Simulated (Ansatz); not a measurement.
# SrZnC2Se6: complex band structure, part 2 of 3

Aim: relax a made-up compound, SrZnC2Se6, and see how good a tunnel barrier it would be. It is built by putting Se for O, Sr for Ca in the CaZnC2O6 structure of space group R-3, with the volume rescaled by atomic radii. The parent structure comes from the Materials Project.

Ansatz 0.2.0; r2SCAN DFT, plane waves, PAW files (the session's first sound run).

So far. Step 2 (Relaxing the new crystal): The largest force component on a free atom ends at 0.0012 eV/Å.

The structure was built from a prototype and need not be the compound's stable phase.

### Step 3. Band edges

The energy window and the wavevectors of the next steps follow from the band edges, so these are searched first, off the mesh as well.

The input, input.yaml:

```yaml
crystal:
  lattice:
    - [3.1732794992, 1.832093773, 7.0982873486]
    - [-3.1732794992, 1.832093773, 7.0982873486]
    - [0.0, -3.6641875461, 7.0982873485]
  atoms:
    - { symbol: Sr, position: [0.0, 0.0, 0.0] }
    - { symbol: Zn, position: [0.5, 0.5, 0.5] }
    - { symbol: C, position: [0.760089516, 0.760089516, 0.760089516] }
    - { symbol: C, position: [0.239910484, 0.239910484, 0.239910484] }
    - { symbol: Se, position: [0.7143633743, 0.0692674416, 0.4893365375] }
    - { symbol: Se, position: [0.4893365375, 0.7143633743, 0.0692674416] }
    - { symbol: Se, position: [0.0692674416, 0.4893365375, 0.7143633743] }
    - { symbol: Se, position: [0.2856366257, 0.9307325584, 0.5106634625] }
    - { symbol: Se, position: [0.5106634625, 0.2856366257, 0.9307325584] }
    - { symbol: Se, position: [0.9307325584, 0.5106634625, 0.2856366257] }
kpoints:
  mp_grid: { grid: [6, 6, 6] }
  band_path: { path: [VBM, CBM], npoints: 30 }
scf:
  occupations: { method: fixed }
hamiltonian:
  xc: r2scan
output:
  eigenvalues: true
  write_potential: true
  write_density: true
  volumetric_format: npy
```

Command:

```console
ansatz run input.yaml --threads 2 --pin off --max-ram 4096MiB --backend cpu --events-out ev --progress --plain --runs-dir out
```

Numbers of over 12 decimals in the logs are rounded to 6 here.

Log:

```text
[...]
Crystal: 10 atoms, lattice volume = 247.606 Å³
Basis set: ecut = 500 eV, 6325 PW (Γ), exchange–correlation on 240×240×240 points (64 copies of the dense FFT grid, shifted against one another)
Bands: 76, of which v1, the nominal top of the filled ones, is band 63 counted from 1 (62 counted from 0)
Symmetry: 6 space group operations
[...]
k-points: 40 of 216
[...]
SCF iter   1: F=—  HF=-40254.291093 eV  |F-HF|=—  |Δ(HF+E_count)|=         —  Δρ=9.11e-3  dr2=1.92e-1  dr2_τ=1.48e-1  ethr=1.77e-3  ⟨swp⟩=5.1  Hψ=10248  notcnv=0  defer=397
[...]
SCF iter   9: F=-40254.334275 eV  HF=-40254.334275 eV  |F-HF|=9.02e-10  |Δ(HF+E_count)|=   2.64e-8  Δρ=2.20e-6  dr2=1.61e-8  dr2_τ=8.13e-10  ethr=7.94e-11  ⟨swp⟩=3.0  Hψ=6424  notcnv=0
SCF 1 converged in 9 iterations: F = -40254.334275 eV  dr2 = 1.61e-8
[...]
NSCF: frozen V_eff on 40 k-points
[...]
SCF converged after 9 iterations
Free energy (F): -40254.334275 eV
[...]
Internal energy: -40254.334275 eV  (E = F + TS)
E sigma→0 (E₀):  -40254.334275 eV
Fermi energy:    5.703074 eV
[...]
--- Band table (eV; the first three rows and the last of 40) ---
  k-point 0: bands = [... 59 lower, 4.9535, 4.9535, 5.5966, 5.5966, 6.5784, 7.7297, 8.7684, 9.5911, ... 9 higher]
  k-point 1: bands = [... 59 lower, 4.8460, 5.1447, 5.3033, 5.4361, 6.8296, 7.7534, 9.0796, 9.5633, ... 9 higher]
  k-point 2: bands = [... 59 lower, 4.8629, 5.0543, 5.2622, 5.4950, 7.2313, 7.8270, 9.0839, 9.5133, ... 9 higher]
  k-point 39: bands = [... 59 lower, 5.2160, 5.2160, 5.2761, 5.2761, 6.4002, 6.9545, 9.4358, 9.4368, ... 9 higher]
```

Wall time 3.3 min (2 threads of Arm Neoverse V2, shared host); peak memory 1.7 GiB; 6.4 min of CPU time.

The column dr2 measures how far the density is from self-consistency, as an energy; F and HF (Harris–Foulkes) agree once it is small.

Numbers from this step:

- free energy: -40254.3343 eV
- Fermi energy: 5.703 eV
- gap on the k-mesh: 0.6971 eV
- gap on path: 0.6905 eV, by band count; negative where bands overlap
- direct gap on path: 1.109 eV
- edge places on path: 0, 0.7015 1/A along the path

Electronic bands along the path, in eV, zero at the Fermi level (highest filled level under fixed occupations); v1 is the highest filled band, c1 the lowest empty one:

```csv
point,v4,v3,v2,v1,c1,c2,c3,c4
VBM,-0.95,-0.74,-0.29,0.01,1.79,2.10,3.13,3.54
halfway,-0.80,-0.68,-0.48,-0.34,1.34,1.87,3.36,3.89
CBM,-0.49,-0.49,-0.43,-0.43,0.70,1.25,3.73,3.73
```

The searched edges give 0.691 eV, against 0.697 eV on the mesh.

### Step 4. Decaying states in the gap, plane (001), k-mesh 6×6×6

This step: r2SCAN DFT, plane waves, PAW files; complex bands by layer matching along the plane's normal (Ansatz 0.2.0).

The same crystal is laid in a cell whose first two vectors span the (001) plane (indices of the standard conventional cell, whose axes can be ordered otherwise than in the bulk input). At fixed energy and wavevector in the plane the solver finds all kz, real and complex. A few wavevectors are listed, (0, 0) and (0.4219, -0.125) in units of the plane's reciprocal vectors; the slowest state needn't be among them.

The input, input.yaml:

```yaml
crystal:
  lattice:
    - [6.346558998, 0.0, 0.0]
    - [3.173279499, 5.496281319, 0.0]
    - [3.173279499, -1.832093773, 7.098287349]
  atoms:
    - { symbol: Sr, position: [0.0, 0.0, 0.0] }
    - { symbol: Zn, position: [0.0, 0.5, 0.5] }
    - { symbol: C, position: [0.520179032, 0.239910484, 0.719731452] }
    - { symbol: C, position: [0.479820968, 0.760089516, 0.280268548] }
    - { symbol: Se, position: [0.7836308159, 0.9307325584, 0.7270326466] }
    - { symbol: Se, position: [0.2036999118, 0.2856366257, 0.7270326466] }
    - { symbol: Se, position: [0.5586039791, 0.5106634625, 0.7270326466] }
    - { symbol: Se, position: [0.2163691841, 0.0692674416, 0.2729673534] }
    - { symbol: Se, position: [0.7963000882, 0.7143633743, 0.2729673534] }
    - { symbol: Se, position: [0.4413960209, 0.4893365375, 0.2729673534] }
kpoints:
  mp_grid: { grid: [6, 6, 6] }
scf:
  occupations: { method: fixed }
hamiltonian:
  xc: r2scan
output:
  eigenvalues: true
  transmission:
    leads: [[0, 0]]
    kpoints: [[0.0, 0.0], [0.4219, -0.125]]
    e_range: [-1.0, 1.69]
    de: 0.05
```

Log:

```text
[...]
Crystal: 10 atoms, lattice volume = 247.606 Å³
Basis set: ecut = 500 eV, 6325 PW (Γ), exchange–correlation on 192×192×240 points (64 copies of the dense FFT grid, shifted against one another)
Bands: 76, of which v1, the nominal top of the filled ones, is band 63 counted from 1 (62 counted from 0)
Symmetry: 6 space group operations
[...]
k-points: 40 of 216
[...]
SCF iter   1: F=—  HF=-40254.291091 eV  |F-HF|=—  |Δ(HF+E_count)|=         —  Δρ=9.10e-3  dr2=1.91e-1  dr2_τ=1.48e-1  ethr=1.77e-3  ⟨swp⟩=5.1  Hψ=10256  notcnv=0  defer=390
[...]
SCF iter   9: F=-40254.334274 eV  HF=-40254.334274 eV  |F-HF|=9.97e-10  |Δ(HF+E_count)|=   2.67e-8  Δρ=2.20e-6  dr2=1.61e-8  dr2_τ=8.09e-10  ethr=7.94e-11  ⟨swp⟩=3.0  Hψ=6405  notcnv=0
SCF 1 converged in 9 iterations: F = -40254.334274 eV  dr2 = 1.61e-8
[...]
transmission: 12 of 24 steps passed
transmission: 24 of 24 steps passed
SCF converged after 9 iterations
Free energy (F): -40254.334274 eV
[...]
Internal energy: -40254.334274 eV  (E = F + TS)
E sigma→0 (E₀):  -40254.334274 eV
Fermi energy:    5.703074 eV
[...]
--- Band table (eV; the first three rows and the last of 40) ---
  k-point 0: bands = [... 59 lower, 4.9535, 4.9535, 5.5966, 5.5966, 6.5784, 7.7297, 8.7684, 9.5911, ... 9 higher]
  k-point 1: bands = [... 59 lower, 4.9863, 4.9863, 5.5450, 5.5450, 6.5396, 7.4347, 8.9934, 9.5774, ... 9 higher]
  k-point 2: bands = [... 59 lower, 5.0879, 5.0879, 5.4136, 5.4136, 6.4507, 7.0781, 9.2601, 9.5356, ... 9 higher]
  k-point 39: bands = [... 59 lower, 4.8634, 4.9538, 5.6011, 5.6198, 7.7173, 7.7506, 8.7793, 8.8924, ... 9 higher]
--- Transmission ---
  basis      : 367 plane waves across, 12 finite elements along
  points     : 2, as listed
  energies   : 54 from -1.000000 to 1.650000 eV about the Fermi level, 0.050000 eV apart; the leads are filled to 0.348556 eV, and channels, transmission and decay are at 0.350000 eV
  crystal 0  : C2Se6Sr1Zn1, at the sites [0, 0], period 7.0983 Å: whole cells are its period
    offset         : up to 0.0000 Å between an atom of the period and one for which it stands
    channels       : 0.000000e0 a spin
    conductance    : none, the energies end too early or step too widely for 300 K: set another output.transmission.e_range or a lower de, or, where they end at an eighth of basis.ecutwfc, a higher one
    slowest decay  : 0.2964 /Å at (0.0000, 0.0000)
```

Elapsed: 3.7 min, on 2 threads; peak memory 1.9 GiB.

Numbers from this step:

```yaml
level_to_which_the_leads_are_filled: 0.3486 eV from the Fermi level
decay_constant_at_the_filling_level_zone_centre: 0.2964 Å⁻¹
decay_constant_at_the_filling_level_slowest_listed_point: 0.2964 Å⁻¹
```

K parallel (0, 0); values up to 1.5 1/Å, a degenerate pair printed once or twice; energies at which all values exceed this have no row. Table of Im kz of the slowest decaying states by energy, zero at the highest filled level on the SCF mesh:

```csv
energy (eV),decay 1 (Å⁻¹),decay 2 (Å⁻¹),decay 3 (Å⁻¹),decay 4 (Å⁻¹)
-1.00,0.173,0.416,0.490,0.929
-0.85,0.248,0.262,0.483,0.962
-0.75,0.0152,0.282,0.478,0.985
-0.60,0.207,0.321,0.468,1.04
-0.45,0.0259,0.278,0.351,0.457
-0.35,0.313,0.367,0.449,1.05
-0.20,0.358,0.388,0.435,1.04
-0.05,0.148,0.396,0.404,0.418
0.00,0.200,0.407,0.409,0.411
0.05,0.238,0.404,0.414,0.418
0.20,0.318,0.351,0.411,0.426
0.30,0.314,0.355,0.409,0.433
0.45,0.258,0.393,0.400,0.441
0.60,0.175,0.364,0.434,0.447
0.70,0.337,0.450,0.454,0.526
0.85,0.284,0.452,0.478,0.544
1.00,0.219,0.246,0.451,0.499
1.10,0.167,0.322,0.446,0.511
1.25,0.0140,0.419,0.527,0.583
1.40,0.444,0.541,0.595,0.937
1.50,0.456,0.549,0.601,0.930
1.65,0.471,0.559,0.610,0.919
```

K parallel (0, 0). Re kz of states that move upwards against energy, zero at the highest filled level on the SCF mesh:

```csv
energy (eV),channel 1 (Å⁻¹),channel 2 (Å⁻¹)
-1.00,0.144,0.144
-0.90,0.213,0.213
-0.80,0.303,0.303
-0.75,0.389,0.389
-0.65,0.254,0.254
-0.55,0.362,0.362
-0.45,-,-
-0.35,-0.352,-0.352
-0.25,-0.256,-0.256
-0.20,-0.202,-0.202
-0.10,-,-
0.00,-,-
0.10,-,-
0.20,-,-
0.30,-,-
0.35,-,-
0.45,-,-
0.55,-,-
0.65,-,-
0.75,-0.291,-
0.85,-0.117,-
0.90,-,-
1.00,-,-
1.10,-,-
1.20,-,-
1.30,-0.349,-
1.40,-0.281,-
1.45,-0.256,-
1.55,-0.213,-
1.65,-0.176,-
```

K parallel (0.4219, -0.125); values up to 1.5 1/Å, a degenerate pair printed once or twice; energies at which all values exceed this have no row. The Im kz of the slowest decaying states by energy, zero at the highest filled level on the SCF mesh:

```csv
energy (eV),decay 1 (Å⁻¹),decay 2 (Å⁻¹),decay 3 (Å⁻¹),decay 4 (Å⁻¹)
-1.00,0.120,0.181,0.319,0.442
-0.85,0.0502,0.0611,0.0944,0.321
-0.75,0.170,0.180,0.323,0.385
-0.60,0.223,0.225,0.327,0.328
-0.45,0.0797,0.220,0.221,0.311
-0.35,0.146,0.160,0.200,0.313
-0.20,0.0233,0.245,0.247,0.275
-0.05,0.277,0.309,0.310,0.312
0.00,0.286,0.304,0.323,0.325
0.05,0.173,0.297,0.312,0.333
0.20,0.292,0.328,0.355,0.358
0.30,0.326,0.345,0.367,0.382
0.45,0.354,0.364,0.381,0.403
0.60,0.368,0.378,0.391,0.421
0.70,0.374,0.384,0.397,0.430
0.85,0.380,0.390,0.404,0.439
1.00,0.382,0.391,0.410,0.442
1.10,0.381,0.389,0.413,0.439
1.25,0.378,0.381,0.416,0.425
1.40,0.366,0.371,0.403,0.419
1.50,0.350,0.367,0.380,0.420
1.65,0.307,0.309,0.374,0.421
```

At the listed wavevectors the last open channel is at +0.00 eV and the next at +0.70 eV on the grid. At +0.35 eV, the grid energy nearest the filling level (the middle of the gap on the SCF mesh), the slowest state at the listed wavevectors decays with κ = 0.296 Å⁻¹, its amplitude falling by e over 3.4 Å. Through 1 nm of this crystal that state's transmission falls by exp(−2 × 0.296 Å⁻¹ × 10 Å) = 0.0027.

### Step 5. Decay over the two-dimensional zone

The listed points could miss the slowest state, so one energy near mid-gap is solved on a mesh of 8×8.

input.yaml: that of step 4 with these lines changed.

```diff
@@ -24,6 +24,2 @@
   eigenvalues: true
-  transmission:
-    leads: [[0, 0]]
-    kpoints: [[0.0, 0.0], [0.4219, -0.125]]
-    e_range: [-1.0, 1.69]
-    de: 0.05
+  transmission: { leads: [[0, 0]], kmesh: [8, 8], e_range: [0.35, 0.36], de: 0.05 }
```

Log:

```text
[...]
Crystal: 10 atoms, lattice volume = 247.606 Å³
Basis set: ecut = 500 eV, 6325 PW (Γ), exchange–correlation on 192×192×240 points (64 copies of the dense FFT grid, shifted against one another)
Bands: 76, of which v1, the nominal top of the filled ones, is band 63 counted from 1 (62 counted from 0)
Symmetry: 6 space group operations
[...]
k-points: 40 of 216
[...]
SCF iter   1: F=—  HF=-40254.291091 eV  |F-HF|=—  |Δ(HF+E_count)|=         —  Δρ=9.10e-3  dr2=1.91e-1  dr2_τ=1.48e-1  ethr=1.77e-3  ⟨swp⟩=5.1  Hψ=10256  notcnv=0  defer=390
[...]
SCF iter   9: F=-40254.334274 eV  HF=-40254.334274 eV  |F-HF|=9.97e-10  |Δ(HF+E_count)|=   2.67e-8  Δρ=2.20e-6  dr2=1.61e-8  dr2_τ=8.09e-10  ethr=7.94e-11  ⟨swp⟩=3.0  Hψ=6405  notcnv=0
SCF 1 converged in 9 iterations: F = -40254.334274 eV  dr2 = 1.61e-8
[...]
transmission: 24 of 144 steps passed
transmission: 48 of 144 steps passed
[...]
transmission: 144 of 144 steps passed
SCF converged after 9 iterations
Free energy (F): -40254.334274 eV
[...]
Internal energy: -40254.334274 eV  (E = F + TS)
E sigma→0 (E₀):  -40254.334274 eV
Fermi energy:    5.703074 eV
[...]
--- Band table (eV; the first three rows and the last of 40) ---
  k-point 0: bands = [... 59 lower, 4.9535, 4.9535, 5.5966, 5.5966, 6.5784, 7.7297, 8.7684, 9.5911, ... 9 higher]
  k-point 1: bands = [... 59 lower, 4.9863, 4.9863, 5.5450, 5.5450, 6.5396, 7.4347, 8.9934, 9.5774, ... 9 higher]
  k-point 2: bands = [... 59 lower, 5.0879, 5.0879, 5.4136, 5.4136, 6.4507, 7.0781, 9.2601, 9.5356, ... 9 higher]
  k-point 39: bands = [... 59 lower, 4.8634, 4.9538, 5.6011, 5.6198, 7.7173, 7.7506, 8.7793, 8.8924, ... 9 higher]
--- Transmission ---
  basis      : 367 plane waves across, 12 finite elements along
  points     : 12, standing for a mesh of 8 x 8
  energies   : 1 from 0.350000 to 0.350000 eV about the Fermi level; the leads are filled to 0.348556 eV, and channels, transmission and decay are at 0.350000 eV
[...]
channels       : 0.000000e0 a spin
    conductance    : none, crystal 0 has no channel at the energies, or these end too early or step too widely for 300 K: set another output.transmission.e_range or a lower de, or, where they end at an eighth of basis.ecutwfc, a higher one
    slowest decay  : 0.2964 /Å at (0.0000, 0.0000)
```

Run time: 2.5 min. Hardware: 2 threads; peak memory 2 GiB; 5.1 min of CPU time.

Numbers from this step:

```
least decay constant on the mesh : 0.2964 Å⁻¹
```

Slowest decay constant (1/Å; 0 where a channel is open) over k1 and k2. At 0.3500 eV from the Fermi level.

Values, 8 rows by 8 columns:
```
0.343 0.376 0.376 0.345 0.336 0.350 0.339 0.336
0.349 0.376 0.349 0.339 0.351 0.354 0.351 0.350
0.345 0.343 0.350 0.354 0.342 0.342 0.354 0.339
0.345 0.336 0.351 0.342 0.296 0.342 0.351 0.336
0.345 0.339 0.354 0.342 0.342 0.354 0.350 0.343
0.349 0.350 0.351 0.354 0.351 0.339 0.349 0.376
0.343 0.336 0.339 0.350 0.336 0.345 0.376 0.376
0.345 0.345 0.349 0.343 0.345 0.343 0.349 0.345
```
Columns: k1 (b1) from -0.5 to 0.375; rows upwards: k2 (b2) from -0.5 to 0.375.

The least value on the mesh is 0.296 Å⁻¹ at +0.35 eV. At that energy the listed points give about 0.296 Å⁻¹ by interpolation, so the mesh holds no clearly slower state.

[end of part 2 of 3]

[Logs are printed without paths, hosts, clocks, repeated set-up lines and the standing remarks that a program may print on its own settings, such as how far it seeks lower states.]

[Hosts, paths, dates, database ids (printed as entryN), source tags and the programs' standing remarks are cut or masked in the printed files.]
